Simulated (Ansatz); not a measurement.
# H on Hf(0001): change of the work function, part 2 of 2

Aim: the work function of Hf(0001) at several coverages of H (fcc site), and the dipole that each adsorbate carries.

Ansatz 0.2.0; plane-wave DFT, PBE, Ansatz PAW.

So far, work function, upper face (eV): step 2 (the clean slab) 4.33; step 3 (37 atoms, coverage 0.111 ML, cell 3x3) 4.30; step 4 (17 atoms, coverage 0.25 ML, cell 2x2) 4.24.

### Step 5. Adsorbate added, k-mesh 6×6×1, coverage 0.5 ML

System of this step: H/Hf(0001). The cell holds 18 atoms: 16 Hf and 2 H. Its edges and angles: a = 6.400 Å, b = 6.400 Å, c = 26.594 Å, α = 90.0°, β = 90.0°, γ = 60.0°. Vacuum lies along c.

input.yaml

```yaml
crystal:
  lattice:
    - [6.4, 0.0, 0.0]
    - [3.2, 5.5425625842, 0.0]
    - [0.0, 0.0, 26.593625136]
  atoms:
    - { symbol: Hf, position: [0.3333333333, 0.3333333333, 0.3384269709] }
    - { symbol: Hf, position: [0.0, 0.0, 0.4336076763] }
    - { symbol: Hf, position: [0.3333333333, 0.3333333333, 0.5328648498] }
    - { symbol: Hf, position: [0.0, 0.0, 0.6223377317] }
    - { symbol: Hf, position: [0.3333333333, 0.8333333333, 0.3384269709] }
    - { symbol: Hf, position: [0.0, 0.5, 0.4336076763] }
    - { symbol: Hf, position: [0.3333333333, 0.8333333333, 0.5328648498] }
    - { symbol: Hf, position: [0.0, 0.5, 0.6223377317] }
    - { symbol: Hf, position: [0.8333333333, 0.3333333333, 0.3384269709] }
    - { symbol: Hf, position: [0.5, 0.0, 0.4336076763] }
    - { symbol: Hf, position: [0.8333333333, 0.3333333333, 0.5328648498] }
    - { symbol: Hf, position: [0.5, 0.0, 0.6223377317] }
    - { symbol: Hf, position: [0.8333333333, 0.8333333333, 0.3384269709] }
    - { symbol: Hf, position: [0.5, 0.5, 0.4336076763] }
    - { symbol: Hf, position: [0.8333333333, 0.8333333333, 0.5328648498] }
    - { symbol: Hf, position: [0.5, 0.5, 0.6223377317] }
    - { symbol: H, position: [0.1666666667, 0.1666666667, 0.6615730291] }
    - { symbol: H, position: [0.6666666667, 0.1666666667, 0.6615730291] }
kpoints:
  mp_grid: { grid: [6, 6, 1] }
hamiltonian:
  xc: pbe
scf:
  occupations: { method: fermi_dirac, width: 0.1 }
  convergence: { dr2_threshold: 1.0e-08 }
efield:
  axis: 3
  dipole_correction: true
  ramp_position: 0.97
  ramp_width: 0.06
relax:
  f_tol: 0.02
  max_steps: 60
  constraints: [{ sites: [0, 1, 4, 5, 8, 9, 12, 13] }]
output:
  dos: { projected: true, e_range: [-8, 4] }
  write_potential: true
  write_density: true
  volumetric_format: npy
  elf: true
```

Run with:

```sh
> ansatz run input.yaml --threads 4 --pin off --max-ram 16384MiB --backend cpu --events-out ev --progress --plain --runs-dir out
```

Wall time 8.4 min (4 threads of Arm Neoverse V1, shared host); peak memory 6 GiB.

Relaxation path:

```tsv
step	energy less that of the first step (eV)	largest force component (eV/Å)
1	0.0000	0.2897
2	0.0458	0.5244
3	-0.0152	0.0165
```

Relaxation step 2 was tried and not accepted.

The run keeps the 4 symmetry operations that the program found, so distortions that break them were not tested.

The atoms that moved most (Å):

```tsv
atom	dx	dy	dz	length
H18	0.000	0.015	0.053	0.055
H17	0.000	0.015	0.053	0.055
Hf4	0.000	-0.003	0.040	0.040
Hf12	0.000	-0.003	0.040	0.040
Hf11	0.000	-0.005	0.014	0.015
Hf3	0.000	-0.005	0.014	0.015
Hf8	0.000	0.001	0.013	0.013
Hf16	0.000	0.001	0.013	0.013
```

Final coordinates:

```
Hf H
1.0
     6.40000    0.00000    0.00000
     3.20000    5.54256    0.00000
     0.00000    0.00000   26.59363
Hf H
16 2
Cartesian
  3.2000 1.8475 9.0000
  0.0000 0.0000 11.5312
  3.2000 1.8425 14.1846
  0.0000 -0.0030 16.5898
  4.8000 4.6188 9.0000
  1.6000 2.7713 11.5312
  4.8000 4.6245 14.1588
  1.6000 2.7727 16.5634
  6.4000 1.8475 9.0000
  3.2000 0.0000 11.5312
  6.4000 1.8425 14.1846
  3.2000 -0.0030 16.5898
  8.0000 4.6188 9.0000
  4.8000 2.7713 11.5312
  8.0000 4.6245 14.1588
  4.8000 2.7727 16.5634
  1.6000 0.9385 17.6471
  4.8000 0.9385 17.6471
```

The relaxation took 3 steps and lowered the energy by 0.015 eV; the largest force on the free atoms ends at 0.016 eV/Å.

The covered face has 4.16 eV, -0.17 eV against the clean one; the bare back face has moved by -0.01 eV, a measure of how thin the slab is.

### Step 6. The covered slab, k-mesh 12×12×1, coverage 1 ML

System of this step: H/Hf(0001). The cell holds 5 atoms: 4 Hf and 1 H. Cell: a = 3.200 Å, b = 3.200 Å, c = 26.594 Å, α = 90.0°, β = 90.0°, γ = 60.0°. Vacuum lies along c.

input.yaml, the sections that differ from step 5:

```yaml
crystal:
  lattice:
    - [3.2, 0.0, 0.0]
    - [1.6, 2.7712812921, 0.0]
    - [0.0, 0.0, 26.593625136]
  atoms:
    - { symbol: Hf, position: [0.6666666667, 0.6666666667, 0.3384269709] }
    - { symbol: Hf, position: [0.0, 0.0, 0.4336076763] }
    - { symbol: Hf, position: [0.6666666667, 0.6666666667, 0.5328648498] }
    - { symbol: Hf, position: [0.0, 0.0, 0.6223377317] }
    - { symbol: H, position: [0.3333333333, 0.3333333333, 0.6615730291] }
kpoints:
  mp_grid: { grid: [12, 12, 1] }
relax:
  f_tol: 0.02
  max_steps: 60
  constraints: [{ sites: [0, 1] }]
output:
  write_potential: true
  write_density: true
  volumetric_format: npy
# hamiltonian, scf, efield: as in step 5
```

Run time: 27 s. Hardware: 4 threads; peak memory 0.73 GiB.

The steps of the relaxation:

```tsv
step	energy less that of the first step (eV)	largest force component (eV/Å)
1	0.0000	0.3106
2	0.0221	0.4970
3	-0.0094	0.0305
4	-0.0095	0.0081
```

Relaxation step 2 was tried and not accepted.

The run keeps the 6 symmetry operations that the program found, so distortions that break them were not tested.

The atoms that moved most (Å):

```tsv
atom	dx	dy	dz	length
H5	0.000	0.000	0.077	0.077
Hf4	0.000	0.000	0.055	0.055
```

Final coordinates:

```xyz
5
Lattice="3.2000 0.0000 0.0000 1.6000 2.7713 0.0000 0.0000 0.0000 26.5936" Properties=species:S:1:pos:R:3
Hf    3.2000    1.8475    9.0000
Hf    0.0000    0.0000   11.5312
Hf    3.2000    1.8475   14.1737
Hf    0.0000    0.0000   16.6057
H     1.6000    0.9238   17.6702
```

The relaxation took 4 steps and lowered the energy by 0.0095 eV; the largest force on the free atoms ends at 0.0081 eV/Å.

The covered face has 3.90 eV, -0.43 eV against the clean one; the bare back face has moved by -0.02 eV, a measure of how thin the slab is.

### Step 7. Work function against coverage

This step: plane-wave DFT, PBE, Ansatz PAW; work function against coverage (Ansatz 0.2.0).

The runs are now put side by side.

This step gave:

```yaml
work_function_of_the_clean_face: 4.332 eV
largest_change_of_the_work_function: -0.4333 eV
```

The work function of the covered face by coverage:

```tsv
coverage (adsorbates/nm²)	work function of the covered face (eV)
0.00	4.33
1.25	4.30
2.82	4.24
5.64	4.16
11.28	3.90
```

The dipole per adsorbate comes from the change of the cell's dipole. Coverage, by row:

```tsv
coverage (1/nm²)	coverage (ML)	work function (eV)	change (eV)	dipole per adsorbate, positive end outwards (debye)	mean height of the added atoms over the highest substrate atom (Å)
1.253	0.1111	4.305	-0.0274	0.056	1.056
2.819	0.25	4.243	-0.08969	0.081	1.061
5.638	0.5	4.164	-0.1679	0.076	1.057
11.28	1	3.899	-0.4333	0.098	1.065
```

### Step 8. Outcome

- work function of the clean face: 4.33 eV
- work function at 0.11 ML: 4.30 eV
- work function at 0.25 ML: 4.24 eV
- work function at 0.5 ML: 4.16 eV
- work function at 1 ML: 3.90 eV
- dipole per adsorbate at 0.11 ML, positive end outwards: 0.06 D

**Reading.** At the lowest coverage H changes the work function of Hf(0001) by under 0.15 eV, within the error of so thin a slab; the largest change, -0.43 eV, comes at higher coverage. The slab has 4 layers, at the tabulated experimental lattice constant, one starting site was run, and quantum-size effects of a slab this thin can reach one or two tenths of an eV.

[Long decimals in the printed logs are rounded to 6 places.]

[Logs are printed without paths, hosts, clocks, repeated set-up lines and the standing remarks that a program may print on its own settings, such as how far it seeks lower states.]

[Hosts, paths, dates, database ids (printed as entryN), source tags and the programs' standing remarks are cut or masked in the printed files.]

[Maps of the electrostatic potential energy from Ansatz leave out the sawtooth potential of an applied field or a dipole correction, so their vacuum need not be flat; planar profiles and work functions include it.]
